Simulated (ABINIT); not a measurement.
**KNaMg2F6 (Fm-3m): Bethe-Salpeter spectra with ABINIT**

Wanted: excitons and ε₂ of KNaMg2F6 (Fm-3m), with cost.

Method: LDA and many-body steps on it, plane waves, in ABINIT 10.8.3.

### Step 1. Set-up

The structure is cubic, space group Fm-3m (No. 225). Conventional cell: a = 8.015 Å, b = 8.015 Å, c = 8.015 Å, α = 90.00°, β = 90.00°, γ = 90.00°. Nearest to K lie 12 F at 2.83 Å. Nearest to Na lie 12 F at 2.83 Å. Nearest to Mg lie 6 F at 2.00 Å. Nearest to F lie 2 Mg at 2.00 Å and 2 Na at 2.83 Å and 2 K at 2.83 Å. Farther neighbours and most contacts between anions are not listed.

The cell and positions are those that the Materials Project relaxed with its own functionals (PBE, PBE+U or r2SCAN), kept fixed.

### Step 2. Empty states on the mesh, 2×2×2 mesh, 113 bands

This step: ABINIT 10.8.3; DFT, LDA, plane waves, norm-conserving pseudopotentials.

The sums over transitions need many empty states on a uniform mesh; this step solves for them.

run.abi reads:

```
acell 3*1.0 Angstrom
rprim 
  -0.000000000000 4.007551000000 4.007551000000
  4.007551000000 -0.000000000000 4.007551000000
  4.007551000000 4.007551000000 -0.000000000000
ntypat 4
znucl 19 11 12 9
natom 10
typat 1 2 3 3 4 4 4 4 4 4
xred 
  0.000000000000 0.000000000000 0.000000000000
  0.500000000000 0.500000000000 0.500000000000
  0.250000000000 0.250000000000 0.250000000000
  0.750000000000 0.750000000000 0.750000000000
  0.500000000000 0.500000000000 0.000000000000
  0.000000000000 0.000000000000 0.500000000000
  0.500000000000 0.000000000000 0.500000000000
  0.000000000000 0.500000000000 0.000000000000
  0.000000000000 0.500000000000 0.500000000000
  0.500000000000 0.000000000000 0.000000000000
pp_dirpath "pseudos"
pseudos "K.upf, Na.upf, Mg.upf, F.upf"
ecut 38
ngkpt 2 2 2
nshiftk 1
shiftk 0 0 0
kptopt 1
chksymbreak 0
iscf -2
irdden 1
istwfk *1
nband 113
nbdbuf 10
tolwfr 1e-09
nstep 60
prtvol 0
indata_prefix "in"
outdata_prefix "out"
tmpdata_prefix "tmp"
```

On the command line:

```sh
OMP_NUM_THREADS=1 mpirun -n 3 abinit run.abi > log
```

Numbers of over 12 decimals in the logs are rounded to 6 here.

The log of the run:

```text
.Version 10.8.3 of ABINIT. v10.8.2 released Aug 2026.

 Symmetries : space group Fm -3 m (#225); Bravais cF (face-center cubic)
[... echo of the input left out ...]
== DATASET  1 ==================================================================
-   mpi_nproc: 3, omp_nthreads: 1 (-1 if OMP is not activated)

--- !DatasetInfo
iteration_state: {dtset: 1, }
dimensions: {natom: 10, nkpt: 3, mband: 113, nsppol: 1, nspinor: 1, nspden: 1, mpw: 9756, }
cutoff_energies: {ecut:  38.0, pawecutdg:  -1.0, }
[...]
1.15063    1.15063    1.15063    1.22842    1.22842    1.27590    1.27590    1.27590
   1.30183    1.35545    1.40348    1.40349    1.40418    1.41045    1.41112    1.42738
   1.42748
 prteigrs : prtvol=0 or 1, do not print more k-points.

== END DATASET(S) ==============================================================
================================================================================

 -outvars: echo values of variables after computation  --------
            nband         113
             nkpt           3
          spgroup         225
 [... the other variables as echoed above ...]

 Calculation completed.
```

Run time: 42 s. Hardware: 3 MPI ranks of Arm Neoverse V1, shared host; peak memory 0.34 GiB.

Numbers from this step:

```yaml
gap: 6.001 eV
k_of_the_valence_top: 0, 0, 0
k_of_the_conduction_bottom: 0, 0, 0
least_direct_gap: 6.001 eV
k_points_computed: 3
lowest_point_of_the_top_converged_band_above_the_valence_top: 35.26 eV
```

On this mesh the gap is 6.001 eV.

The density comes from a self-consistent run that is not shown.

### Step 3. Screening, 2×2×2 mesh, 103 bands, screening to 98 eV

The RPA dielectric matrix is built and inverted for each q.

This step: RPA screening on LDA, plane waves, norm-conserving pseudopotentials.

run.abi: that of step 2 with these lines changed.

```diff
@@ -28,10 +28,11 @@
 chksymbreak 0
-iscf -2
-irdden 1
 istwfk *1
-nband 113
-nbdbuf 10
-tolwfr 1e-09
-nstep 60
-prtvol 0
+occopt 1
+irdwfk 1
+optdriver 3
+nband 103
+ecuteps 3.6
+inclvkb 2
+awtr 1
+symchi 1
 indata_prefix "in"
```

On the command line:

```sh
OMP_NUM_THREADS=1 mpirun -n 4 abinit run.abi > log
```

The log of the run:

```text
.Version 10.8.3 of ABINIT. v10.8.2 released Aug 2026.

 Symmetries : space group Fm -3 m (#225); Bravais cF (face-center cubic)
[... echo of the input left out ...]
== DATASET  1 ==================================================================
-   mpi_nproc: 4, omp_nthreads: 1 (-1 if OMP is not activated)

--- !DatasetInfo
iteration_state: {dtset: 1, }
dimensions: {natom: 10, nkpt: 3, mband: 103, nsppol: 1, nspinor: 1, nspden: 1, mpw: 9756, }
cutoff_energies: {ecut:  38.0, pawecutdg:  -1.0, }
[...]
--------------------------------------------------------------------------------
[... chi0 elements left out ...]
 For q-point:  0.000010 0.000020 0.000030
  dielectric constant =   1.9575
  dielectric constant without local fields =   2.0505

  Average fulfillment of the sum rule on Im[epsilon] for q-point    1 :     24.83  [%]
[... wings left out ...]
  q-point number  2        q = ( 0.500000, 0.000000, 0.000000) [r.l.u.]
--------------------------------------------------------------------------------
[... chi0 elements left out ...]
  Average fulfillment of the sum rule on Im[epsilon] for q-point    2 :     29.51  [%]

 [... 1 further q-points ...]
```

Run time: 30 s. Hardware: 4 MPI ranks; peak memory 1.6 GiB.

Numbers from this step:

```
ε∞ with local fields, on this mesh, along the program's q direction : 1.958
the same without local fields                                       : 2.050
plasma frequency                                                    : 29.27 eV
plane waves in the screening matrix                                 : 283
```

Local fields lower ε∞ by 5 %. On a Γ-centred mesh this coarse the value itself is usually too large, while a short band sum pulls it down.

### Step 4. Self-energy, 2×2×2 mesh, 103 bands, screening to 98 eV

The self-energy is evaluated for the states that the input lists, and the levels follow from it, in one-shot runs by the linearised quasiparticle equation.

This step: G0W0 on LDA, plane waves, norm-conserving pseudopotentials.

run.abi: that of step 3 with these lines changed.

```diff
@@ -31,8 +31,15 @@
 irdwfk 1
-optdriver 3
+optdriver 4
 nband 103
+gwcalctyp 0
+ecutsigx 38
+symsigma 1
+nkptgw 1
+kptgw 
+  0.0000000000 0.0000000000 0.0000000000
+bdgw 
+  38 44
 ecuteps 3.6
-inclvkb 2
-awtr 1
-symchi 1
+irdscr 1
+ppmodel 1
 indata_prefix "in"
```

The log of the run:

```text
.Version 10.8.3 of ABINIT. v10.8.2 released Aug 2026.

 Symmetries : space group Fm -3 m (#225); Bravais cF (face-center cubic)
[... echo of the input left out ...]
== DATASET  1 ==================================================================
-   mpi_nproc: 4, omp_nthreads: 1 (-1 if OMP is not activated)

--- !DatasetInfo
iteration_state: {dtset: 1, }
dimensions: {natom: 10, nkpt: 3, mband: 103, nsppol: 1, nspinor: 1, nspden: 1, mpw: 9756, }
cutoff_energies: {ecut:  38.0, pawecutdg:  -1.0, }
[...]
42  10.139 -11.593  -5.443  -2.386   0.897  -0.114  -8.215   3.378  13.517
       43  10.139 -11.593  -5.443  -2.386   0.897  -0.114  -8.215   3.378  13.517
       44  10.139 -11.593  -5.443  -2.386   0.897  -0.114  -8.215   3.378  13.517

== END DATASET(S) ==============================================================
================================================================================

 -outvars: echo values of variables after computation  --------
           etotal      0.0000000000E+00
            nband         103
             nkpt           3
          spgroup         225
 [... the other variables as echoed above ...]

 Calculation completed.
```

Elapsed: 7.4 s, on 4 MPI ranks; peak memory 1.1 GiB.

This step gave:

* G0W0 gap on the points computed: 10.48 eV
* starting gap on the mesh: 6.001 eV
* k of the valence top: 0, 0, 0
* k of the conduction bottom: 0, 0, 0
* least direct G0W0 gap on the computed points: 10.48 eV

The gap on the mesh goes from 6.00 eV to 10.48 eV, a correction of +4.48 eV.

The gap opens by 4.481 eV; the next steps shift the empty bands rigidly by 4.481 eV.

### Step 5. Excitons

Light makes an electron and a hole together. The Bethe-Salpeter equation adds their screened attraction and their exchange, in a window of bands around the gap.

This step: Bethe-Salpeter equation on LDA with a scissors shift, plane waves, norm-conserving pseudopotentials.

run.abi: that of step 4 with these lines changed.

```diff
@@ -31,15 +31,17 @@
 irdwfk 1
-optdriver 4
-nband 103
-gwcalctyp 0
-ecutsigx 38
-symsigma 1
-nkptgw 1
-kptgw 
-  0.0000000000 0.0000000000 0.0000000000
-bdgw 
-  38 44
+optdriver 99
+bs_calctype 1
+mbpt_sciss 4.481 eV
+bs_loband 23
+nband 46
+bs_exchange_term 1
+bs_coulomb_term 11
+bs_coupling 0
+bs_algorithm 1
+bs_freq_mesh 0 16 0.1 eV
+zcut 0.15 eV
 ecuteps 3.6
+ecutwfn 19
+inclvkb 2
 irdscr 1
-ppmodel 1
 indata_prefix "in"
```

The log of the run:

```text
.Version 10.8.3 of ABINIT. v10.8.2 released Aug 2026.

 Symmetries : space group Fm -3 m (#225); Bravais cF (face-center cubic)
[... echo of the input left out ...]
== DATASET  1 ==================================================================
-   mpi_nproc: 4, omp_nthreads: 1 (-1 if OMP is not activated)

--- !DatasetInfo
iteration_state: {dtset: 1, }
dimensions: {natom: 10, nkpt: 3, mband: 46, nsppol: 1, nspinor: 1, nspden: 1, mpw: 3479, }
cutoff_energies: {ecut:  19.0, pawecutdg:  -1.0, }
electrons: {nelect:   8.00000000E+01, charge:   0.00000000E+00, occopt:   1.00000000E+00, tsmear:   1.00000000E-02, }

 Exciton: Calculation of dielectric properties by solving the Bethe-Salpeter equation
 in frequency domain and reciprocal space on a transitions basis set.
 Based on a program developed by L. Reining, V. Olevano, F. Sottile,
 S. Albrecht, and G. Onida. Incorporated in ABINIT by M. Giantomassi.

.Using double precision arithmetic ; gwpc =  8

[... cell and pseudopotentials left out ...]
--------------------------------------------------------------------------------

 ==== K-mesh for the wavefunctions ====
 Number of points in the irreducible wedge :     3
[... list of points left out ...]
 Together with 48 symmetry operations and time-reversal symmetry
 yields     8 points in the full Brillouin Zone.

 ==== Q-mesh for the screening function ====
 Number of points in the irreducible wedge :     3
[... list of points left out ...]
 Together with 48 symmetry operations and time-reversal symmetry
 yields     8 points in the full Brillouin Zone.

 vcoul_init : cutoff-mode = AUXILIARY_FUNCTION
 q-points for optical limit:   1
     1)      0.000010    0.000020    0.000030
 setmesh: FFT mesh size selected  =    30x   30x   30
          total number of points  =        27000

 ==== Fundamental parameters for the solution of the Bethe-Salpeter equation: ====
 Algorithm: Direct diagonalization.
 Dimension of the v, W matrices,  npweps  = 283
 Cutoff for the wavefunctions,    npwwfn  = 3479
 Number of k-points in the IBZ,   nkibz   = 3
 Highest empty band included,     nband   = 46
 === Spin UP ===
 Number of resonant transitions          864
 Lowest occupied state                   23
 Highest occupied state                  40
 Lowest unoccupied state                 41
 Highest unoccupied state                46
 Minimum frequency [eV]           Emin    =   0.00
 Maximum frequency [eV]           Emax    =  16.00
 Frequency step [eV]              dE      =   0.10
 Lorentzian broadening [eV]       eta     =   0.15
 RPA L0 with KS energies and KS wavefunctions
 Scissors operator energy [eV] =          4.48
 Local fields effects (v term) included
 Excitonic effects (W term) included
 Full W_GG' included
 W is read from an external SCR file
 Resonant-only calculation (Hermitian case)

 Calculating epsilon_Macro(q-->0,w), along the following directions:
 q = (  1.391770  0.000000  0.000000) [r.l.u.]
 q = (  0.000000  1.391770  0.000000) [r.l.u.]
 q = (  0.000000  0.000000  1.391770) [r.l.u.]
 q = (  0.000000  1.205308  1.205308) [r.l.u.]
 q = (  1.205308  0.000000  1.205308) [r.l.u.]
 q = (  1.205308  1.205308  0.000000) [r.l.u.]
 Number of electrons calculated from density =   79.7991; Expected =   80.0000
 average of density, n =  0.091862
 r_s =    1.3749
 omega_plasma =   29.2363 [eV]

. Writing resonant excitonic Hamiltonian on file out_BSR; file size=   0.01 [Gb].
 Direct diagonalization of the resonant excitonic Hamiltonian, Matrix size= 864
. Using LAPACK sequential version.
 Excitonic eigenvalues in eV up to n=   32
   8.55295   8.55296   8.55905   8.93988   8.94319   8.94321   9.15274   9.15276
   9.15501   9.67934   9.68602  10.39881  10.40539  10.40541  10.66431  10.66441
  10.67296  10.76812  10.87475  10.89036  10.89047  10.91465  10.92229  10.92256
  10.94269  10.94681  10.98705  10.98716  11.03461  11.05895  11.06111  11.06126

 First excitonic eigenvalue=    8.55 [eV]
 Last  excitonic eigenvalue=   18.05 [eV]

 GW  direct gap      10.48  0.00 [eV]
 EXC direct gap       8.55  0.00 [eV]
 EXC binding energy   1.93  0.00 [eV]

 Excitonic eigenvalues up to the GW energy gap [eV]
  1 (  8.55  0.00)
  2 (  8.55  0.00)
  3 (  8.56  0.00)
  4 (  8.94  0.00)
  5 (  8.94  0.00)
  6 (  8.94  0.00)
[...]
12 ( 10.40  0.00)
 13 ( 10.41  0.00)
 14 ( 10.41  0.00)

 Macroscopic dielectric function:
 omega [eV] <KS_RPA_nlf>  <GW_RPA_nlf>  <BSE>
   0.0000   1.4204   0.0000   1.2865   0.0000   1.3663   0.0000
   0.1000   1.4205   0.0001   1.2865   0.0000   1.3664   0.0001
   0.2000   1.4206   0.0003   1.2865   0.0001   1.3664   0.0002
   0.3000   1.4209   0.0004   1.2866   0.0001   1.3666   0.0003
   0.4000   1.4212   0.0006   1.2867   0.0002   1.3668   0.0004
   0.5000   1.4217   0.0008   1.2868   0.0002   1.3671   0.0005
   0.6000   1.4222   0.0009   1.2870   0.0003   1.3675   0.0006
   0.7000   1.4229   0.0011   1.2872   0.0003   1.3679   0.0007
   0.8000   1.4236   0.0012   1.2874   0.0004   1.3683   0.0008
   0.9000   1.4245   0.0014   1.2876   0.0004   1.3689   0.0009

 Writing KS-RPA macroscopic dielectric function without local fields to file: out_RPA_NLF_MDF
 Writing GW-RPA macroscopic dielectric function without local fields to file: out_GW_NLF_MDF
 Writing EXC Macroscopic dielectric function to file: out_EXC_MDF

== END DATASET(S) ==============================================================
================================================================================

 -outvars: echo values of variables after computation  --------
           etotal      0.0000000000E+00
            nband          46
             nkpt           3
          spgroup         225
 [... the other variables as echoed above ...]

 Calculation completed.
```

The job ended after 49 s (4 MPI ranks; peak memory 0.58 GiB).

Numbers from this step:

```
direct gap of the transition levels                            : 10.48 eV
transitions in the window                                      : 864
first strong exciton (over a fiftieth of the strongest listed) : 8.940 eV
lowest state                                                   : 8.553 eV
binding of the lowest state below the direct gap               : 1.929 eV
Coulomb term of one mesh cell                                  : 2.069 eV
```

The binding is 0.93 times the screened Coulomb term of one mesh cell (2.07 eV), so it is not shown settled.

The lowest state lies at 8.553 eV, 1.929 eV under the direct gap.

Lines within 3 meV are set at the lowest of them, and the highest group, which the list may cut short, is left out. Exciton lines, with heights relative to the strongest:

```
position (eV)  lines merged  oscillator strength, relative
        8.553             2                            0.0
        8.559             1                            0.0
        8.940             1                             52
        8.943             2                            100
        9.153             3                            0.0
        9.679             1                            0.0
        9.686             1                            0.0
       10.399             1                            1.0
       10.405             2                            2.0
```

The ε₂ has structure finer than the step of the table below, so its rows give means over 0.5 eV, whole bins alone (the curve runs from 0 to 15.9 eV). Peaks (eV: height): BSE 8.90: 3.12, 10.90: 3.69, 11.60: 1.16, 13.30: 1.34; no electron-hole interaction 10.90: 1.21, 13.00: 1.31, 13.50: 2.11, 14.30: 1.96, 15.50: 1.69; Kohn-Sham, no shift 6.40: 1.27, 8.50: 1.35, 9.00: 2.01, 9.80: 2.03, 11.10: 1.72, 11.90: 1.49, 13.90: 0.442.

Mean over the three Cartesian directions of q; broadening 0.15 eV; transition window only. Limits: finite bands, cutoff and mesh; coarse k mesh; exciton not shown settled in the k mesh. ε₂ against photon energy; means over each step:

```
photon energy (eV)      BSE  no electron-hole interaction  Kohn-Sham, no shift
               0.5   5.0e-4                        2.2e-4               7.6e-4
               1.0    0.001                        4.4e-4              0.00154
               1.5  0.00150                        6.8e-4              0.00241
               2.0  0.00203                        9.2e-4              0.00340
               2.5  0.00268                       0.00117              0.00455
               3.0  0.00340                       0.00144              0.00604
               3.5  0.00425                       0.00177              0.00803
               4.0  0.00531                       0.00210               0.0109
               4.5  0.00665                       0.00250               0.0156
               5.0  0.00839                       0.00294               0.0249
               5.5   0.0108                       0.00351               0.0517
               6.0   0.0142                       0.00414                0.269
               6.5   0.0196                       0.00494                0.723
               7.0   0.0290                       0.00598                0.123
               7.5   0.0485                       0.00733               0.0968
               8.0    0.105                       0.00926                0.235
               8.5    0.504                        0.0121                0.942
               9.0     2.01                        0.0168                 1.46
               9.5    0.343                        0.0263                 1.42
              10.0    0.216                        0.0545                 1.09
              10.5    0.812                         0.297                0.727
              11.0     2.30                         0.701                 1.35
              11.5    0.909                         0.119                0.956
              12.0    0.606                        0.0992                 1.36
              12.5    0.714                         0.250                0.923
              13.0    0.649                         0.955                0.334
              13.5    0.956                          1.47                0.233
              14.0    0.516                          1.45                0.275
              14.5    0.654                          1.04               0.0763
              15.0    0.449                         0.748               0.0486
              15.5    0.280                          1.35               0.0306
```

[end of part 1 of 3]

[Paths, hosts, dates, memory and timing lines, banners, echoed tables and standing remarks are left out of the program output.]

[Logs are printed without paths, hosts, clocks, repeated set-up lines and the standing remarks that a program may print on its own settings, such as how far it seeks lower states.]

[Runs of the session that timed out or met a known fault of the program may be left out.]

[Hosts, paths, dates, database ids (printed as entryN), source tags and the programs' standing remarks are cut or masked in the printed files.]

[G0W0 gaps are taken among the corrected bands and points alone; a level outside them can change the order at an edge.]

[Where Ansatz stands beside ABINIT at settings called matched, ABINIT's density can come from a denser mesh and the files from another edition; pairs whose starting gaps differed by over 0.03 eV were left out, so agreement reads better than it is.]
